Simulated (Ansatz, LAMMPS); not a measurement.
# Structural relaxation of a frame of liquid Rb(Cl,I) from 900 K (62 atoms), part 3 of 3

Wanted: the relaxed structure of a frame of liquid Rb(Cl,I) from 900 K (62 atoms) and its electronic structure.

Ansatz 0.2.0; Kohn-Sham DFT, PBE, PAW (set soft_2, large core), plane waves.

The cell: 31 Rb, 9 Cl and 22 I. The starting topology of bonds comes from the classical model. The ion parameters were fitted for water, not for melts. Sampling is at Γ alone, for a cell whose shortest periodic width is 15 Å. The levels lack spin–orbit coupling.

So far, density (g/cm³): step 5 (distances and neighbours after relaxation) 2.96.

### Step 6. Single point at the relaxed geometry

One more single point at the end of the walk gives the fuller output and checks the residual forces.

input.yaml reads:

```yaml
crystal:
  lattice:
    - [14.7894, 0.0, 0.0]
    - [0.0, 14.7894, 0.0]
    - [0.0, 0.0, 14.7894]
  atoms:
    - { symbol: Rb, position: [0.16765, 0.77071, 0.06588] }
    - { symbol: Rb, position: [0.34264, 0.49434, 0.63118] }
    - { symbol: Rb, position: [0.4825, 0.97968, 0.38264] }
    - { symbol: Rb, position: [0.43365, 0.51275, 0.93001] }
    - { symbol: Rb, position: [0.92889, 0.47867, 0.3787] }
    - { symbol: Rb, position: [0.51076, 0.23402, 0.22267] }
    - { symbol: Rb, position: [0.74814, 0.98684, 0.66791] }
    - { symbol: Rb, position: [0.34295, 0.69618, 0.42809] }
    - { symbol: Rb, position: [0.26243, 0.35053, 0.36461] }
    - { symbol: Rb, position: [0.01007, 0.97979, 0.85074] }
    - { symbol: Rb, position: [0.19581, 0.08557, 0.50388] }
    - { symbol: Rb, position: [0.88729, 0.72848, 0.92724] }
    - { symbol: Rb, position: [0.67374, 0.09043, 0.93416] }
    - { symbol: Rb, position: [0.48617, 0.86072, 0.06124] }
    - { symbol: Rb, position: [0.01735, 0.59469, 0.71878] }
    - { symbol: Rb, position: [0.33452, 0.21194, 0.92322] }
    - { symbol: Rb, position: [0.59397, 0.31086, 0.56561] }
    - { symbol: Rb, position: [0.86061, 0.14413, 0.16922] }
    - { symbol: Rb, position: [0.47788, 0.06805, 0.67671] }
    - { symbol: Rb, position: [0.5419, 0.52509, 0.19602] }
    - { symbol: Rb, position: [0.65237, 0.6546, 0.50718] }
    - { symbol: Rb, position: [0.80749, 0.4661, 0.07995] }
    - { symbol: Rb, position: [0.05345, 0.25862, 0.72387] }
    - { symbol: Rb, position: [0.16935, 0.07022, 0.21712] }
    - { symbol: Rb, position: [0.30791, 0.85095, 0.81909] }
    - { symbol: Rb, position: [0.62176, 0.76671, 0.80268] }
    - { symbol: Rb, position: [0.08517, 0.42244, 0.02018] }
    - { symbol: Rb, position: [0.00887, 0.76167, 0.37138] }
    - { symbol: Rb, position: [0.75417, 0.37469, 0.81292] }
    - { symbol: Rb, position: [0.75664, 0.80233, 0.20972] }
    - { symbol: Rb, position: [0.82831, 0.18857, 0.46317] }
    - { symbol: Cl, position: [0.6551, 0.18705, 0.7408] }
    - { symbol: Cl, position: [0.79654, 0.92298, 0.8746] }
    - { symbol: Cl, position: [0.0911, 0.77263, 0.85753] }
    - { symbol: Cl, position: [0.34176, 0.14496, 0.32957] }
    - { symbol: Cl, position: [0.63008, 0.09325, 0.50145] }
    - { symbol: Cl, position: [0.916, 0.50941, 0.89702] }
    - { symbol: Cl, position: [0.35932, 0.70664, 0.97602] }
    - { symbol: Cl, position: [0.51653, 0.952, 0.85931] }
    - { symbol: Cl, position: [0.81516, 0.66585, 0.36531] }
    - { symbol: I, position: [0.52811, 0.75557, 0.28724] }
    - { symbol: I, position: [0.73227, 0.34297, 0.28634] }
    - { symbol: I, position: [0.0079, 0.59988, 0.16618] }
    - { symbol: I, position: [0.03429, 0.24467, 0.32515] }
    - { symbol: I, position: [0.66288, 0.6599, 0.02586] }
    - { symbol: I, position: [0.47147, 0.48228, 0.41997] }
    - { symbol: I, position: [0.14384, 0.56512, 0.49458] }
    - { symbol: I, position: [0.32319, 0.38071, 0.12221] }
    - { symbol: I, position: [0.35128, 0.26168, 0.58435] }
    - { symbol: I, position: [0.82328, 0.74103, 0.66389] }
    - { symbol: I, position: [0.93408, 0.2227, 0.95011] }
    - { symbol: I, position: [0.9708, 0.05528, 0.60417] }
    - { symbol: I, position: [0.6408, 0.02844, 0.17764] }
    - { symbol: I, position: [0.21929, 0.41966, 0.82276] }
    - { symbol: I, position: [0.46639, 0.82296, 0.60172] }
    - { symbol: I, position: [0.28092, 0.9943, 0.02655] }
    - { symbol: I, position: [0.22469, 0.07263, 0.75169] }
    - { symbol: I, position: [0.59736, 0.33418, 0.0087] }
    - { symbol: I, position: [0.21983, 0.88504, 0.36389] }
    - { symbol: I, position: [0.56796, 0.52386, 0.72058] }
    - { symbol: I, position: [0.97036, 0.91933, 0.16063] }
    - { symbol: I, position: [0.87497, 0.38658, 0.60117] }
kpoints:
  mp_grid: { grid: [1, 1, 1] }
hamiltonian:
  xc: pbe
  pseudopotentials: { kind: paw, core: large }
scf:
  occupations: { method: fermi_dirac, width: 0.025 }
output:
  forces: true
  stress: true
  populations: true
  dos:
    method: { smearing: { sigma: 0.15 } }
    de: 0.1
    projected: { site_lists: { Cl: [Cl], I: [I], Rb: [Rb] } }
  eigenvalues: true
  write_density: true
  write_potential: true
  volumetric_format: npy
```

Started as:

```sh
> ansatz run input.yaml --threads 4 --pin off --max-ram 8192MiB --backend cpu --events-out ev --progress --plain --runs-dir out
```

Numbers of over 12 decimals in the logs are rounded to 6 here.

The log of the run:

```text
[...]
Crystal: 62 atoms, lattice volume = 3234.832 Å³
Basis set: ecut = 420 eV, 63077 PW (Γ), exchange–correlation on 200×200×200 points (8 copies of the dense FFT grid, shifted against one another)
Bands: 310, of which v1, the nominal top of the filled ones, is band 248 counted from 1 (247 counted from 0)
Symmetry: 1 space group operations
[...]
k-points: 1
[...]
SCF iter   1: F=—  HF=-224806.360993 eV  |F-HF|=—  |Δ(HF+E_count)|=         —  Δρ=2.63e-2  dr2=4.68e1  ethr=3.10e-3  ⟨swp⟩=10.0  Hψ=1433  notcnv=0  defer=52
[...]
SCF iter  10: F=-224789.297454 eV  HF=-224789.297454 eV  |F-HF|=5.01e-9  |Δ(HF+E_count)|=   1.93e-7  Δρ=7.48e-7  dr2=3.59e-8  ethr=2.02e-11  ⟨swp⟩=27.0  Hψ=3468  notcnv=0
SCF 1 converged in 10 iterations: F = -224789.297454 eV  dr2 = 3.59e-8
[...]
WARN: The input density's exchange-correlation potential varies sharply where the density is thin. Do not read a vacuum level from v_tot or v_xc, or from such a field of the output density. On a cell that repeats whose density bears no net charge and no dipole along the vacuum's axis use v_es (v_loc + v_h of the components); [...]
SCF converged after 10 iterations
Free energy (F): -224789.297454 eV
[...]
Internal energy: -224789.297454 eV  (E = F + TS)
E sigma→0 (E₀):  -224789.297454 eV
Fermi energy:    2.623352 eV
[...]
--- Forces (eV/Å), atoms counted from 1 ---
  atom   1  Rb     0.00219896     0.00241376    -0.00191415
  atom   2  Rb     0.00463967    -0.00396177    -0.00316553
  atom   3  Rb    -0.00259299    -0.00310871     0.00009297
  atom   4  Rb    -0.00059642    -0.00182616     0.00085583
  atom   5  Rb    -0.00324498     0.00081462    -0.00159680
  atom   6  Rb     0.00012067    -0.00522187     0.00504125
  atom   7  Rb    -0.00199504    -0.00246072    -0.00756897
  atom   8  Rb     0.00858496    -0.00905640    -0.00109025
  atom   9  Rb    -0.00076842     0.00298901     0.00317274
  atom  10  Rb     0.00072527    -0.00156503     0.00351133
  atom  11  Rb     0.00236790    -0.00187933    -0.00048820
  atom  12  Rb     0.00156913     0.00470920    -0.00251778
  atom  13  Rb    -0.00183141     0.00511490    -0.00487815
  atom  14  Rb    -0.00267312    -0.00479403    -0.00002802
[...]
atom  61  I      0.00346739     0.00183483    -0.00229148
  atom  62  I     -0.00210576     0.00328742     0.00008078
  max |Σ_I F_I| component: 3.67e-5 eV/Å
--- Stress (GPa, compression-positive) ---
       -0.192342      -0.035474      -0.123105
       -0.035474      -0.138795      -0.015492
       -0.123105      -0.015492       0.192716
  P = ⅓ Tr σ = -0.0461 GPa (-0.461 kbar)
--- Band table (eV) ---
[...]
--- Löwdin populations: 62 sites ---
  site symbol       q [e]
     0     Rb      8.2351
     1     Rb      8.2750
     2     Rb      8.2426
[...]
61      I      7.6641
  spilling = 0.003531 (of n_electrons = 496.000000)
```

Elapsed: 45 s, on 4 threads of Arm Neoverse V1, shared host; peak memory 3.1 GiB; 2.9 min of CPU time.

The program notes that the exchange-correlation potential is rough where the density is thin.

The run gave:

```yaml
free_energy: -224789.2975 eV
free_energy_per_atom: -3625.6338 eV/atom
scf_cycles: 10
pressure: -0.04614 GPa
r_m_s_force_component: 0.00343 eV/Å
longest_force: 0.01256 eV/Å
fermi_energy: 2.623 eV
spacing_of_highest_filled_and_lowest_empty_level: 3.111 eV
spilling_of_the_projection: 0.003531
```

Löwdin charges by element and coordination (they lack the spilled electrons, 0.028 e an atom on average):

```csv
element,coordination,atoms,mean charge (e),spread,least,most
Cl,all,9,-0.749,0.0044,-0.758,-0.741
Cl,4,2,-0.756,0.0022,-0.758,-0.754
Cl,5,7,-0.748,0.0028,-0.750,-0.741
I,all,22,-0.664,0.006,-0.672,-0.647
I,5,6,-0.669,0.0042,-0.672,-0.661
I,6,13,-0.663,0.0044,-0.672,-0.658
I,7,3,-0.658,0.0082,-0.665,-0.647
Rb,all,31,0.745,0.0127,0.725,0.767
Rb,5,14,0.745,0.0139,0.725,0.767
Rb,6,17,0.746,0.0116,0.731,0.765
```

States in the cell by windows of 1 eV, zero at the Fermi level; the larger projections on atomic orbitals stand beside the total:

```csv
from (eV),to (eV),total,I p,Cl p,Rb s,I s,Rb p
-14,-13,0.0,0.0,0.0,0.0,0.0,0.0
-13,-12,42.8,0.0,0.0,1.8,33.9,6.9
-12,-11,181.6,0.6,0.4,0.3,7.9,172.0
-11,-10,5.7,0.0,0.0,0.0,0.3,5.3
-10,-4,0.0,0.0,0.0,0.0,0.0,0.0
-4,-3,22.9,4.1,17.0,1.4,0.0,0.2
-3,-2,145.0,104.4,34.4,3.9,0.1,0.9
-2,-1,18.1,17.1,0.6,0.1,0.0,0.1
-1,1,0.0,0.0,0.0,0.0,0.0,0.0
1,2,2.0,0.0,0.0,1.6,0.2,0.0
2,3,12.7,0.8,0.1,8.6,0.6,0.1
3,4,60.5,1.8,0.4,22.3,0.6,0.1
```

Between -26 and -14 eV lie 18 more states.

About 62 of the 496 electrons lie in deeper levels, below the stored range.

The levels nearest the highest filled one (over half full), pooled over k-points and spins:

```csv
level less the highest filled one (eV),occupation
-0.445,2
-0.403,2
-0.245,2
-0.236,2
-0.146,2
0,2
3.11,0
4.13,0
4.17,0
4.29,0
4.33,0
4.39,0
```

Valence density in the ab plane at fractional z = 0.371, with atoms of Rb and Cl and I within 0.2 Å of it. It is the smooth field of the valence electrons, not physical close to the nuclei.

Values in e/Å³, 13 rows by 16 columns, each cell a mean:
```
0.0 0.0 0.2 0.4 0.3 0.0 0.3 1.5 1.2 0.1 0.0 0.0 0.0 0.0 0.0 0.0
0.1 0.1 0.4 0.4 0.5 0.1 0.0 0.1 0.1 0.0 0.0 0.0 0.0 0.0 0.0 0.0
1.3 0.3 0.2 0.3 0.2 0.1 0.0 0.1 0.2 0.1 0.0 0.0 0.0 0.0 0.0 0.9
1.4 0.3 0.0 0.0 0.1 0.6 0.2 0.1 0.2 0.1 0.0 0.1 0.6 0.8 0.2 0.9
0.1 0.0 0.0 0.0 0.1 0.4 0.1 0.0 0.0 0.0 0.0 0.1 1.1 1.2 0.3 0.0
0.0 0.0 0.1 0.0 0.0 0.0 0.1 0.2 0.1 0.0 0.0 0.0 0.1 0.2 0.2 0.2
0.1 0.0 0.0 0.0 0.0 0.0 0.3 0.6 0.4 0.1 0.0 0.0 0.0 0.2 1.6 1.5
0.1 0.0 0.0 0.4 0.8 0.2 0.1 0.3 0.2 0.0 0.0 0.1 0.1 0.1 0.7 0.7
0.2 0.1 0.1 1.1 1.8 0.5 0.0 0.0 0.0 0.0 0.1 0.3 0.2 0.0 0.0 0.1
0.6 0.4 0.1 0.1 0.3 0.1 0.0 0.0 0.0 0.0 0.0 0.1 0.1 0.0 0.0 0.3
0.4 0.3 0.0 0.0 0.2 0.8 0.3 0.0 0.0 0.0 0.0 0.0 0.0 0.1 0.0 0.2
0.0 0.0 0.0 0.0 0.2 0.9 0.3 0.0 0.0 0.0 0.0 0.0 0.0 0.0 0.0 0.0
0.0 0.0 0.0 0.0 0.0 0.1 0.2 1.0 0.7 0.0 0.0 0.0 0.0 0.0 0.0 0.0
```
Columns run along a (14.8 Å), rows up along b (14.8 Å). Atoms in or near the plane, at fractional coordinates: Rb at (0.48, 0.98), Rb at (0.93, 0.48), Rb at (0.26, 0.35), Rb at (0.01, 0.76), Cl at (0.82, 0.67), I at (0.22, 0.89).

Electrostatic potential energy in the ab plane at fractional z = 0.371, with atoms of Rb and Cl and I within 0.2 Å of it. With pseudopotentials it is smooth inside the atoms' cores, unlike the true potential.

Ten even steps from '0' (-51 eV) to '9' (7 eV), each cell a mean:
```
999999999899999998300037999999999999999999
999999862125899998743478999999999999999999
999999710200799999998999999999999999999999
889999841014899999999999999999999999999998
236899998789999999999999999999999999999873
001799999999998899999999999999999999999840
125899999999876789999999999999999767999863
888999999999875679999999999999996101599998
999999999999988889999999999999996212699999
999999999999999999999999999999999988999999
999999999999999999999999999999999999988889
899999999999999998643689999999999999841126
899999999999999998411489999999999999710004
999999999888899999877899999999999999863347
999999998521268999999999999999999999998899
999999997100048999999999999999999999999999
878899998632478999999999999999999999999999
312589999988999999999999999999999999999997
312589999999999999999999999999999999999997
888999999999976799999999999999999999999999
999999999999854589999999999999999999999999
999999999999988899999999999999999999999999
999999999999999999988889999999999999999999
999999999999999998521158999999999999999999
```
Columns run along a (14.8 Å; values clipped at the 3rd and 97th percentile), rows up along b (14.8 Å). Atoms in or near the plane, at fractional coordinates: Rb at (0.48, 0.98), Rb at (0.93, 0.48), Rb at (0.26, 0.35), Rb at (0.01, 0.76), Cl at (0.82, 0.67), I at (0.22, 0.89).

Mean Löwdin charges: Cl -0.75, I -0.66, Rb +0.75 e (they miss 0.35 % of the electrons, so they add up to more than the cell's charge). The largest share in the top eV of filled states is I p (92 % of the projected weight), and in the lowest eV of empty states Rb s (84 % of the projected weight).

The surroundings of I58, which has 7 bonded neighbours where the commonest count for I is 6, nearest first, numbered as they follow in the input and with coordinates relative to it.

```csv
atom,x,y,z,distance (Å),bonds,Löwdin charge (e)
I58,0.00,0.00,0.00,0.00,7,-0.66
Rb6,-1.28,-1.48,3.16,3.72,5,0.74
Rb29,2.32,0.60,-2.90,3.76,6,0.74
Rb4,-2.42,2.64,-1.16,3.77,6,0.74
Rb22,3.11,1.95,1.05,3.82,6,0.74
Rb13,1.13,-3.60,-1.10,3.94,6,0.76
Rb20,-0.82,2.82,2.77,4.04,6,0.73
I48,-4.05,0.69,1.68,4.44,6,-0.67
Rb16,-3.89,-1.81,-1.26,4.47,5,0.75
I42,2.00,0.13,4.11,4.57,6,-0.66
Cl32,0.85,-2.18,-3.96,4.60,5,-0.75
I45,0.97,4.82,0.25,4.92,7,-0.65
I60,-0.43,2.81,-4.26,5.12,6,-0.66
I53,0.64,-4.52,2.50,5.21,6,-0.66
I51,4.98,-1.65,-0.87,5.32,7,-0.67
Rb18,3.89,-2.81,2.37,5.36,5,0.73
```

The column of bonds counts only the pairs Rb-I within 4.53 Å, Rb-Cl within 3.98 Å; other neighbours, such as metal atoms beside each other in a compound, aren't counted, and periodic images can show an atom twice.

### Step 7. What came out

| Quantity | Value |
| --- | --- |
| energy change in the relaxation | -78.47 meV/atom |
| r.m.s. displacement | 0.653 Å |
| largest displacement | 1.167 Å |
| free energy per atom | -3625.6338 eV/atom |
| pressure | -0.04614 GPa |
| r.m.s. force component | 0.00343 eV/Å |
| gap (highest filled to lowest empty level) | 3.111 eV |
| wall time of the 3 DFT runs | 5.6 min |

Relaxation lowers the energy by 78.5 meV/atom and moves atoms by 0.65 Å r.m.s.; the r.m.s. force component goes from 0.29 to 0.0034 eV/Å, the pressure goes from 0.76 to -0.046 GPa, and the gap from 2.98 to 3.11 eV. By the final cutoffs 4 of 161 bonded pairs parted and 15 joined. From the first step to the last the energy fell by 4.865 eV, and the largest move was 1.17 Å (Cl36). The Rb-I bonds change most in mean length: from 3.730 Å (spread 0.319) to 3.802 Å (spread 0.199), and their number from 119 to 129. Counting bonds as in the table, 78 % of Cl atoms have 5, 59 % of I atoms have 6 and 55 % of Rb atoms have 6 bonded neighbours. The highest filled and lowest empty levels differ by 3.11 eV (at Γ alone); a semilocal functional tends to put such gaps too low. In a disordered cell it changes from sample to sample and from frame to frame.

Caveats: The network of bonds at the start is that of the classical potential that made the cell; in DFT 4 of its 161 bonded pairs passed out of the cutoffs and 15 came within them.

[Logs are printed without paths, hosts, clocks, repeated set-up lines and the standing remarks that a program may print on its own settings, such as how far it seeks lower states.]

[Hosts, paths, dates, database ids (printed as entryN), source tags and the programs' standing remarks are cut or masked in the printed files.]
